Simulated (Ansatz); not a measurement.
## Ca3GeN (Pm-3m): phonons and vibrational spectra

How does Ca3GeN (Pm-3m) vibrate, and is this structure a minimum?

Main program and level: Ansatz 0.2.0; DFT PBEsol, scalar-relativistic, plane waves, PAW; PAW set soft_1.

Most raw output is cut from this account.

### 1. Set-up

Symmetry: Pm-3m, No. 221, cubic system. Conventional cell: a = 4.757 Å, b = 4.757 Å, c = 4.757 Å, α = 90.00°, β = 90.00°, γ = 90.00°. Nearest to Ca lie 2 N at 2.38 Å. Ge has 12 Ca at 3.36 Å nearest. Nearest to N lie 6 Ca at 2.38 Å. Farther neighbours and most contacts between anions are not listed.

### 2. Bringing the structure to rest

The cell and atoms are relaxed, since residual forces and stress would shift the frequencies.

File input.yaml:

```yaml
crystal:
  lattice:
    - [4.7573, 0.0, 0.0]
    - [0.0, 4.7573, 0.0]
    - [0.0, 0.0, 4.7573]
  atoms:
    - { symbol: Ca, position: [0.0, 0.5, 0.5] }
    - { symbol: Ca, position: [0.5, 0.0, 0.5] }
    - { symbol: Ca, position: [0.5, 0.5, 0.0] }
    - { symbol: Ge, position: [0.0, 0.0, 0.0] }
    - { symbol: "N", position: [0.5, 0.5, 0.5] }
kpoints:
  mp_grid: { grid: [8, 8, 8] }
hamiltonian:
  xc: pbesol
  pseudopotentials: { kind: paw, azcp: { folder: soft_1 }, xc_functional: pbe }
scf:
  occupations: { method: gaussian, width: 0.1 }
output:
  forces: true
  stress: true
  eigenvalues: true
relax:
  adjacent_minimum: "off"
  f_tol: 0.005
  max_steps: 80
  cell: { stress_tol: 0.05 }
```

On the command line:

```sh
ansatz run input.yaml --threads 4 --pin off --max-ram 10240MiB --backend cpu --events-out ev --progress --plain --runs-dir out
```

Elapsed: 6.4 s, on 4 threads of AMD EPYC 7R43, shared host; peak memory 0.52 GiB; 23 s of CPU time.

This run has no spin polarisation although its electron count is odd.

Little changed from the start: no atom moved by 0.005 Å and no cell edge by 0.1 %.

This step gave:

* pressure: 0.02529 GPa
* volume per atom: 21.49 Å³
* gap on the k-mesh: 0 eV

In this step the volume went from 21.53 to 21.49 Å³/atom.

### 3. Relaxing to small forces for the phonons

Phonons need a cell at rest on their own settings, so the relaxation is repeated with tight tolerances on forces and stress, using the mesh and the filling of the phonon run that follows.

input.yaml, the sections that differ from step 2:

```yaml
crystal:
  lattice:
    - [4.7543063384, 0.0, 0.0]
    - [0.0, 4.7543063384, 0.0]
    - [0.0, 0.0, 4.7543063384]
  atoms:
    - { symbol: Ca, position: [0.0, 0.5, 0.5] }
    - { symbol: Ca, position: [0.5, 0.0, 0.5] }
    - { symbol: Ca, position: [0.5, 0.5, 0.0] }
    - { symbol: Ge, position: [0.0, 0.0, 0.0] }
    - { symbol: "N", position: [0.5, 0.5, 0.5] }
scf:
  occupations: { method: methfessel_paxton, width: 0.2 }
relax:
  adjacent_minimum: "off"
  f_tol: 0.001
  max_steps: 60
  cell: { stress_tol: 0.01 }
# kpoints, hamiltonian, output: as in step 2
```

Run time: 5.7 s. Hardware: 4 threads; peak memory 0.52 GiB; 20 s of CPU time.

Little changed from the start: no atom moved by 0.005 Å and no cell edge by 0.1 %.

Numbers from this step:

| Item | Value |
| --- | --- |
| pressure | -0.006498 GPa |
| volume per atom | 21.50 Å³ |

The forces vanish by symmetry and the pressure is -0.006 GPa, within the tolerances set. The cell now holds 21.50 Å³/atom.

### 4. Linear response at the zone centre

The zone centre comes first: it holds the modes that light can see, as far as symmetry allows. No field response is asked, since the mesh shows no gap.

input.yaml, the sections that differ from step 3:

```yaml
crystal:
  lattice:
    - [4.7550544581, 0.0, 0.0]
    - [0.0, 4.7550544581, 0.0]
    - [0.0, 0.0, 4.7550544581]
  atoms:
    - { symbol: Ca, position: [0.0, 0.5, 0.5] }
    - { symbol: Ca, position: [0.5, 0.0, 0.5] }
    - { symbol: Ca, position: [0.5, 0.5, 0.0] }
    - { symbol: Ge, position: [0.0, 0.0, 0.0] }
    - { symbol: "N", position: [0.5, 0.5, 0.5] }
output:
  eigenvalues: true
phonons:
  method: dfpt
# kpoints, hamiltonian, scf: as in step 3
# relax: removed
```

Elapsed: 50 s, on 4 threads; peak memory 1.6 GiB.

This step gave:

* sum-rule residual before enforcement: 8.62e-5 eV/Å²
* point group: m-3m
* highest optical mode at the zone centre (no LO-TO term): 344.9 cm⁻¹
* lowest optical zone-centre mode: 116.7 cm⁻¹

Patterns of degenerate modes are one choice out of their space. The modes at Γ (shares of kinetic energy by element, %):

| mode | frequency (cm⁻¹) | symmetry | Ca % | Ge % | N % |
| --- | --- | --- | --- | --- | --- |
| 1 | 0.0 | acoustic | 58 | 35 | 7 |
| 2 | 0.0 | acoustic | 58 | 35 | 7 |
| 3 | 0.0 | acoustic | 58 | 35 | 7 |
| 4 | 116.7 | T1u | 32 | 65 | 3 |
| 5 | 116.7 | T1u | 32 | 65 | 3 |
| 6 | 116.7 | T1u | 32 | 65 | 3 |
| 7 | 135.7 | T2u | 100 | 0 | 0 |
| 8 | 135.7 | T2u | 100 | 0 | 0 |
| 9 | 135.7 | T2u | 100 | 0 | 0 |
| 10 | 256.4 | T1u | 89 | 0 | 11 |
| 11 | 256.4 | T1u | 89 | 0 | 11 |
| 12 | 256.4 | T1u | 89 | 0 | 11 |
| 13 | 344.9 | T1u | 20 | 0 | 80 |
| 14 | 344.9 | T1u | 20 | 0 | 80 |
| 15 | 344.9 | T1u | 20 | 0 | 80 |

Displacements in mode 5 (116.7 cm⁻¹), the largest set to 1:
```
Ca1 -0.53  0.55  0.47
Ca2 -0.56  0.52  0.47
Ca3 -0.56  0.55  0.44
Ge4  1.00 -0.98 -0.84
N5  -0.46  0.45  0.39
```

Displacements in mode 14 (344.9 cm⁻¹), the largest set to 1:
```
Ca1  0.00  0.00 -0.02
Ca2  0.00  0.00 -0.02
Ca3  0.00  0.00 -0.30
Ge4  0.00  0.00 -0.01
N5   0.00 -0.01  1.00
```

Before it was imposed, the acoustic sum rule was missed by 8.6e-5 eV/Å². Small misses are needed for a sound result but don't prove that mesh and cutoff are converged. The lowest optical mode is real, 117 cm⁻¹.

### 5. The dispersion

Stability and thermal properties need the whole zone. Linear response on a 2×2×2 q mesh gives force constants as far as a supercell of that size would.

Edit input.yaml of step 4 so:

```diff
@@ -22 +22,8 @@
   method: dfpt
+  qmesh: [2, 2, 2]
+  temperatures: { t_max: 1000, t_step: 50 }
+  qpath:
+    path:
+      - [[0.0, 0.0, 0.0], [0.0, 0.5, 0.0], [0.5, 0.5, 0.0], [0.0, 0.0, 0.0], [0.5, 0.5, 0.5], [0.0, 0.5, 0.0]]
+      - [[0.5, 0.5, 0.5], [0.5, 0.5, 0.0]]
+    npoints: 10
```

Wall time 3.5 min (4 threads); peak memory 1.4 GiB.

This step gave:

```yaml
sum_rule_residual_before_enforcement: 8.40e-5 eV/Å²
lowest_frequency_on_the_path: 0 cm⁻¹
highest_frequency_on_the_path_or_at_a_solved_wavevector: 415.6 cm⁻¹
mean_frequency: 195.5 cm⁻¹
debye_temperature_second_moment: 416 K
logarithmic_mean_frequency: 166.8 cm⁻¹
lowest_mode_on_the_q_mesh_acoustic_modes_at_gamma_apart: 42.59 cm⁻¹
zero_point_energy_per_atom: 36.36 meV
heat_capacity_at_300_k: 22.80 J/(mol atoms K)
vibrational_entropy_at_300_k: 31.63 J/(mol atoms K)
```

Frequencies (cm⁻¹) solved at each irreducible wavevector; negative means imaginary. Frequencies by wavevector, by row:

| q in reciprocal lattice units | star | mode 1 | mode 2 | mode 3 | mode 4 | mode 13 | mode 14 | mode 15 |
| --- | --- | --- | --- | --- | --- | --- | --- | --- |
| 0 0 0 | 1 | 0 | 0 | 0 | 116.7 | 344.9 | 344.9 | 344.9 |
| 0 0 -0.5 | 3 | 88.3 | 88.3 | 102.6 | 102.6 | 343.2 | 343.2 | 395.4 |
| 0 -0.5 -0.5 | 3 | 46.6 | 89.3 | 99 | 99 | 355 | 415.6 | 415.6 |
| -0.5 -0.5 -0.5 | 1 | 42.6 | 42.6 | 42.6 | 99.1 | 410.4 | 410.4 | 410.4 |

Interpolated from a 2×2×2 q mesh. The phonon branches at the labelled points (cm⁻¹):

| point | branch 1 | branch 2 | branch 3 | branch 4 | branch 12 | branch 13 | branch 14 | branch 15 |
| --- | --- | --- | --- | --- | --- | --- | --- | --- |
| Γ | 0 | 0 | 0 | 117 | 256 | 345 | 345 | 345 |
| halfway | 60 | 60 | 83 | 114 | 258 | 344 | 344 | 369 |
| X | 88 | 88 | 103 | 103 | 263 | 343 | 343 | 395 |
| halfway | 84 | 89 | 99 | 100 | 282 | 349 | 378 | 406 |
| M | 47 | 89 | 99 | 99 | 299 | 355 | 416 | 416 |
| halfway | 75 | 78 | 93 | 112 | 271 | 346 | 373 | 375 |
| Γ | 0 | 0 | 0 | 117 | 256 | 345 | 345 | 345 |
| halfway | 79 | 79 | 95 | 101 | 287 | 376 | 376 | 380 |
| R | 43 | 43 | 43 | 99 | 348 | 410 | 410 | 410 |
| halfway | 83 | 84 | 91 | 97 | 303 | 379 | 382 | 409 |
| X | 88 | 88 | 103 | 103 | 263 | 343 | 343 | 395 |
| jump to R | 43 | 43 | 43 | 99 | 348 | 410 | 410 | 410 |
| halfway | 45 | 83 | 83 | 94 | 323 | 383 | 413 | 413 |
| M | 47 | 89 | 99 | 99 | 299 | 355 | 416 | 416 |

Tetrahedra on a 14×14×14 mesh, mean over bins of 5 cm-1. Interpolated from a 2×2×2 q mesh. Phonon density of states against wavenumber; read off at these points:

| wavenumber (cm⁻¹) | phonon density of states (1/cm⁻¹/cell) |
| --- | --- |
| 2 | 1.0e-5 |
| 12 | 1.3e-4 |
| 22 | 6.5e-4 |
| 38 | 0.00238 |
| 48 | 0.0120 |
| 58 | 0.0210 |
| 68 | 0.0332 |
| 82 | 0.0785 |
| 88 | 0.124 |
| 92 | 0.0508 |
| 98 | 0.234 |
| 102 | 0.0922 |
| 112 | 0.0869 |
| 118 | 0.101 |
| 128 | 0.0495 |
| 138 | 0.0409 |
| 148 | 0.0497 |
| 158 | 0.0505 |
| 172 | 0.0431 |
| 182 | 0.0428 |
| 192 | 0.0220 |
| 202 | 0.0115 |
| 218 | 0.0879 |
| 228 | 0.0836 |
| 238 | 0.0315 |
| 248 | 0.0141 |
| 262 | 0.0205 |
| 272 | 0.0182 |
| 282 | 0.0166 |
| 292 | 0.0165 |
| 308 | 0.00823 |
| 318 | 0.00546 |
| 328 | 0.00373 |
| 338 | 0.00227 |
| 348 | 0.0717 |
| 352 | 0.0566 |
| 362 | 0.0352 |
| 372 | 0.0319 |
| 382 | 0.0323 |
| 398 | 0.0447 |
| 408 | 0.0542 |
| 418 | 3.5e-4 |

The partial phonon density of states has structure finer than the step of the table below, so its rows give means over 10 cm⁻¹, whole bins alone (the curve runs from -10 to 437 cm⁻¹). Peaks (cm⁻¹: height): Ca 74.3: 0.0406, 113.6: 0.0657, 124.9: 0.0627, 220.4: 0.0752, 265.3: 0.0191, 346.8: 0.0126; Ge 99.6: 0.145; N 346.8: 0.0471, 374.9: 0.0348, 391.7: 0.0445, 405.8: 0.0525.

Phonopy on the run's constants, 13x13x13 mesh, Gaussian sigma 3.2 cm-1. Interpolated from a 2×2×2 q mesh. Partial phonon density of states against wavenumber; means over each step; values in 1/cm⁻¹/cell:

| wavenumber (cm⁻¹) | Ca | Ge | N |
| --- | --- | --- | --- |
| 0 | 6.6e-5 | 4.0e-5 | 7.5e-6 |
| 10 | 2.6e-5 | 1.7e-5 | 2.2e-6 |
| 20 | 3.5e-4 | 2.2e-4 | 4.2e-5 |
| 30 | 8.8e-4 | 6.0e-4 | 9.5e-5 |
| 40 | 0.00349 | 0.00126 | 1.7e-4 |
| 50 | 0.0115 | 0.00225 | 2.4e-4 |
| 60 | 0.0190 | 0.00527 | 3.9e-4 |
| 70 | 0.0280 | 0.0127 | 5.4e-4 |
| 80 | 0.0343 | 0.0380 | 6.5e-4 |
| 90 | 0.0252 | 0.0811 | 3.0e-4 |
| 100 | 0.0309 | 0.111 | 4.8e-4 |
| 110 | 0.0585 | 0.0251 | 0.00103 |
| 120 | 0.0575 | 0.0166 | 0.00114 |
| 130 | 0.0529 | 0.00346 | 5.7e-4 |
| 140 | 0.0480 | 8.9e-4 | 4.3e-4 |
| 150 | 0.0459 | 6.9e-4 | 4.1e-4 |
| 160 | 0.0470 | 4.4e-4 | 3.3e-4 |
| 170 | 0.0429 | 1.9e-4 | 2.1e-4 |
| 180 | 0.0409 | 6.9e-5 | 1.2e-4 |
| 190 | 0.0274 | 1.3e-5 | 5.3e-5 |
| 200 | 0.0146 | 0 | 4.9e-5 |
| 210 | 0.0237 | 6.5e-6 | 0.00124 |
| 220 | 0.0709 | 7.9e-5 | 0.00418 |
| 230 | 0.0580 | 1.2e-4 | 0.00520 |
| 240 | 0.0250 | 3.7e-5 | 0.00271 |
| 250 | 0.0114 | 1.2e-5 | 0.00132 |
| 260 | 0.0151 | 1.7e-5 | 0.00136 |
| 270 | 0.0175 | 9.0e-6 | 0.00151 |
| 280 | 0.0153 | 0 | 0.00131 |
| 290 | 0.0151 | 0 | 0.00107 |
| 300 | 0.0123 | 0 | 8.4e-4 |
| 310 | 0.00703 | 0 | 5.7e-4 |
| 320 | 0.00473 | 0 | 3.4e-4 |
| 330 | 0.00331 | 0 | 2.2e-4 |
| 340 | 0.00516 | 2.4e-6 | 0.0126 |
| 350 | 0.0105 | 1.1e-5 | 0.0432 |
| 360 | 0.00644 | 2.3e-5 | 0.0351 |
| 370 | 0.00352 | 3.1e-5 | 0.0295 |
| 380 | 0.00233 | 2.7e-5 | 0.0262 |
| 390 | 0.00175 | 5.0e-5 | 0.0371 |
| 400 | 8.5e-4 | 5.9e-5 | 0.0409 |
| 410 | 4.2e-4 | 6.9e-5 | 0.0408 |
| 420 | 3.2e-5 | 9.8e-6 | 0.00531 |
| 430 | 0 | 0 | 6.6e-6 |

Harmonic thermodynamic functions per atom, from the density of states. Interpolated from a 2×2×2 q mesh. Thermodynamic functions, by row:

| T (K) | F_vib (meV/atom) | S (J/mol-atom/K) | C_V (J/mol-atom/K) |
| --- | --- | --- | --- |
| 0 | 36.36 | 0 | 0 |
| 50 | 35.91 | 3.153 | 6.874 |
| 100 | 32.38 | 10.47 | 14.34 |
| 200 | 14.8 | 22.78 | 20.68 |
| 300 | -13.63 | 31.63 | 22.8 |
| 400 | -50.04 | 38.33 | 23.68 |
| 500 | -92.62 | 43.66 | 24.11 |
| 600 | -140.2 | 48.09 | 24.36 |
| 700 | -192.1 | 51.85 | 24.51 |
| 800 | -247.6 | 55.13 | 24.61 |
| 900 | -306.2 | 58.04 | 24.68 |
| 1000 | -367.7 | 60.64 | 24.73 |

Harmonic mean-square displacement, third of the trace. Interpolated from a 2×2×2 q mesh. Mean square displacements, by row:

| T (K) | Ca1 U_eq (Å²) | Ca2 U_eq (Å²) | Ca3 U_eq (Å²) | Ge4 U_eq (Å²) | N5 U_eq (Å²) |
| --- | --- | --- | --- | --- | --- |
| 0 | 0.00299 | 0.00299 | 0.00299 | 0.00252 | 0.00355 |
| 100 | 0.00468 | 0.00468 | 0.00468 | 0.00454 | 0.00394 |
| 300 | 0.01162 | 0.01162 | 0.01162 | 0.01219 | 0.00649 |
| 600 | 0.02275 | 0.02275 | 0.02275 | 0.0241 | 0.01163 |

Symmetry leaves 4 wavevectors to solve. The lowest mode among them, the acoustic zeros apart, lies at q = (-0.5, -0.5, -0.5) and is real, 42.6 cm⁻¹.

### 6. Isotope substitution, element Ca, natural mass 40.078 amu

An isotope changes the mass and not the force constants, so no new electronic calculation is needed; the shifts show which modes move this element.

The same force constants with the mass of Ca changed from 40.078 to 47.953 u (phonopy, no LO-TO term). Both lists are sorted by frequency; levels can cross, so a row need not hold one and the same mode. Modes under 3 cm⁻¹ are left out. Isotope shifts, by row, the first 40 of 57 rows:

| q | rank | natural mass (cm⁻¹) | changed mass (cm⁻¹) |
| --- | --- | --- | --- |
| 0 0 0 | 4 | 116.7 | 113.5 |
| 0 0 0 | 5 | 116.7 | 113.5 |
| 0 0 0 | 6 | 116.7 | 113.5 |
| 0 0 0 | 7 | 135.7 | 124 |
| 0 0 0 | 8 | 135.7 | 124 |
| 0 0 0 | 9 | 135.7 | 124 |
| 0 0 0 | 10 | 256.4 | 236.2 |
| 0 0 0 | 11 | 256.4 | 236.2 |
| 0 0 0 | 12 | 256.4 | 236.2 |
| 0 0 0 | 13 | 344.9 | 339.6 |
| 0 0 0 | 14 | 344.9 | 339.6 |
| 0 0 0 | 15 | 344.9 | 339.6 |
| 0 0 -0.5 | 1 | 88.33 | 88.1 |
| 0 0 -0.5 | 2 | 88.33 | 88.1 |
| 0 0 -0.5 | 3 | 102.6 | 94.16 |
| 0 0 -0.5 | 4 | 102.6 | 94.16 |
| 0 0 -0.5 | 5 | 103.8 | 103.7 |
| 0 0 -0.5 | 6 | 128.8 | 117.8 |
| 0 0 -0.5 | 7 | 136.3 | 124.6 |
| 0 0 -0.5 | 8 | 155.5 | 142.6 |
| 0 0 -0.5 | 9 | 155.5 | 142.6 |
| 0 0 -0.5 | 10 | 227.2 | 210.7 |
| 0 0 -0.5 | 11 | 227.2 | 210.7 |
| 0 0 -0.5 | 12 | 263.2 | 240.7 |
| 0 0 -0.5 | 13 | 343.2 | 337.1 |
| 0 0 -0.5 | 14 | 343.2 | 337.1 |
| 0 0 -0.5 | 15 | 395.4 | 395.3 |
| 0 -0.5 -0.5 | 1 | 46.64 | 42.64 |
| 0 -0.5 -0.5 | 2 | 89.31 | 89.31 |
| 0 -0.5 -0.5 | 3 | 99.04 | 99.03 |
| 0 -0.5 -0.5 | 4 | 99.04 | 99.03 |
| 0 -0.5 -0.5 | 5 | 141.9 | 129.8 |
| 0 -0.5 -0.5 | 6 | 141.9 | 129.8 |
| 0 -0.5 -0.5 | 7 | 146.3 | 133.8 |
| 0 -0.5 -0.5 | 8 | 146.3 | 133.8 |
| 0 -0.5 -0.5 | 9 | 184 | 168.2 |
| 0 -0.5 -0.5 | 10 | 208.6 | 193.4 |
| 0 -0.5 -0.5 | 11 | 214.8 | 196.3 |
| 0 -0.5 -0.5 | 12 | 298.9 | 273.3 |
| 0 -0.5 -0.5 | 13 | 355 | 350.1 |

A mode of this element alone would shift by -8.58 %. The highest zone-centre frequency without the field goes from 344.9 to 339.6 cm⁻¹ (-1.5 %). The product of the frequency ratios over all optical modes at Γ is 0.525; the product rule, (m/m′)^(3k/2) (M′/M)^(3/2) with k = 3 such atoms and M the mass of the cell, gives 0.525.

### 7. Another isotope, element Ge, natural mass 72.63 amu

The same for Ge, from 72.63 to 75.92 u.

A mode of this element alone would shift by -2.19 %. The highest zone-centre frequency without the field goes from 344.9 to 344.9 cm⁻¹ (+0.0 %). The product of the frequency ratios over all optical modes at Γ is 0.958; the product rule, (m/m′)^(3k/2) (M′/M)^(3/2) with k = 1 such atoms and M the mass of the cell, gives 0.958.

### 8. Isotope substitution, element N, natural mass 14.007 amu

The same for N, from 14.01 to 15.00 u.

The same force constants with the mass of N changed from 14.007 to 15.000 u (phonopy, no LO-TO term). Both lists are sorted by frequency; levels can cross, so a row need not hold one and the same mode. Modes under 3 cm⁻¹ are left out. Isotope shifts, by row, the first 40 of 57 rows:

| q | rank | natural mass (cm⁻¹) | changed mass (cm⁻¹) |
| --- | --- | --- | --- |
| 0 0 0 | 4 | 116.7 | 116.6 |
| 0 0 0 | 5 | 116.7 | 116.6 |
| 0 0 0 | 6 | 116.7 | 116.6 |
| 0 0 0 | 7 | 135.7 | 135.7 |
| 0 0 0 | 8 | 135.7 | 135.7 |
| 0 0 0 | 9 | 135.7 | 135.7 |
| 0 0 0 | 10 | 256.4 | 255.3 |
| 0 0 0 | 11 | 256.4 | 255.3 |
| 0 0 0 | 12 | 256.4 | 255.3 |
| 0 0 0 | 13 | 344.9 | 335.7 |
| 0 0 0 | 14 | 344.9 | 335.7 |
| 0 0 0 | 15 | 344.9 | 335.7 |
| 0 0 -0.5 | 1 | 88.33 | 88.33 |
| 0 0 -0.5 | 2 | 88.33 | 88.33 |
| 0 0 -0.5 | 3 | 102.6 | 102.4 |
| 0 0 -0.5 | 4 | 102.6 | 102.4 |
| 0 0 -0.5 | 5 | 103.8 | 103.8 |
| 0 0 -0.5 | 6 | 128.8 | 128.8 |
| 0 0 -0.5 | 7 | 136.3 | 136.3 |
| 0 0 -0.5 | 8 | 155.5 | 155.5 |
| 0 0 -0.5 | 9 | 155.5 | 155.5 |
| 0 0 -0.5 | 10 | 227.2 | 225.6 |
| 0 0 -0.5 | 11 | 227.2 | 225.6 |
| 0 0 -0.5 | 12 | 263.2 | 263.2 |
| 0 0 -0.5 | 13 | 343.2 | 334.5 |
| 0 0 -0.5 | 14 | 343.2 | 334.5 |
| 0 0 -0.5 | 15 | 395.4 | 382.1 |
| 0 -0.5 -0.5 | 1 | 46.64 | 46.64 |
| 0 -0.5 -0.5 | 2 | 89.31 | 89.31 |
| 0 -0.5 -0.5 | 3 | 99.04 | 99.02 |
| 0 -0.5 -0.5 | 4 | 99.04 | 99.02 |
| 0 -0.5 -0.5 | 5 | 141.9 | 141.9 |
| 0 -0.5 -0.5 | 6 | 141.9 | 141.9 |
| 0 -0.5 -0.5 | 7 | 146.3 | 146.2 |
| 0 -0.5 -0.5 | 8 | 146.3 | 146.2 |
| 0 -0.5 -0.5 | 9 | 184 | 184 |
| 0 -0.5 -0.5 | 10 | 208.6 | 207.3 |
| 0 -0.5 -0.5 | 11 | 214.8 | 214.8 |
| 0 -0.5 -0.5 | 12 | 298.9 | 298.9 |
| 0 -0.5 -0.5 | 13 | 355 | 345.3 |

A mode of this element alone would shift by -3.37 %. The highest zone-centre frequency without the field goes from 344.9 to 335.7 cm⁻¹ (-2.7 %). The product of the frequency ratios over all optical modes at Γ is 0.909; the product rule, (m/m′)^(3k/2) (M′/M)^(3/2) with k = 1 such atoms and M the mass of the cell, gives 0.909.

### 9. Summary of results

```json
{
 "space group after relaxation (within 0.01 Å)": "Pm-3m",
 "volume per atom": "21.5 Å³",
 "electronic character": "no gap on this mesh",
 "highest optical mode at the zone centre (no LO-TO term)": "345 cm⁻¹",
 "lowest optical zone-centre mode": "117 cm⁻¹",
 "lowest mode on the q mesh (acoustic modes at Γ apart)": "42.6 cm⁻¹",
 "highest frequency on the path or at a solved wavevector": "416 cm⁻¹",
 "zero-point energy per atom": "36.4 meV",
 "heat capacity at 300 K": "22.8 J/(mol atoms K)",
 "vibrational entropy at 300 K": "31.6 J/(mol atoms K)",
 "Debye temperature (second moment)": "416 K",
 "imaginary modes on the 2×2×2 q mesh": "none"
}
```

In words: The structure is a minimum as far as tested: no mode is imaginary at the 4 irreducible wavevectors of the 2×2×2 mesh, and the softest away from the acoustic zeros lies at 43 cm⁻¹. The optical modes at Γ span 117 to 345 cm⁻¹. The highest mode in this list at Γ, 344.9 cm⁻¹, is mostly motion of N (80 % of the kinetic energy). With no gap, or one that is small against the smearing, the frequencies hang on the k mesh and the smearing, most of all near Kohn anomalies. The phonon runs are without spin polarisation, although the cell has an odd electron count. The PAW files were made for PBE and serve the other functionals too. These are harmonic frequencies at zero temperature: anharmonic shifts, linewidths and thermal expansion are left out.

[Logs are printed without paths, hosts, clocks, repeated set-up lines and the standing remarks that a program may print on its own settings, such as how far it seeks lower states.]

[Hosts, paths, dates, database ids (printed as entryN), source tags and the programs' standing remarks are cut or masked in the printed files.]
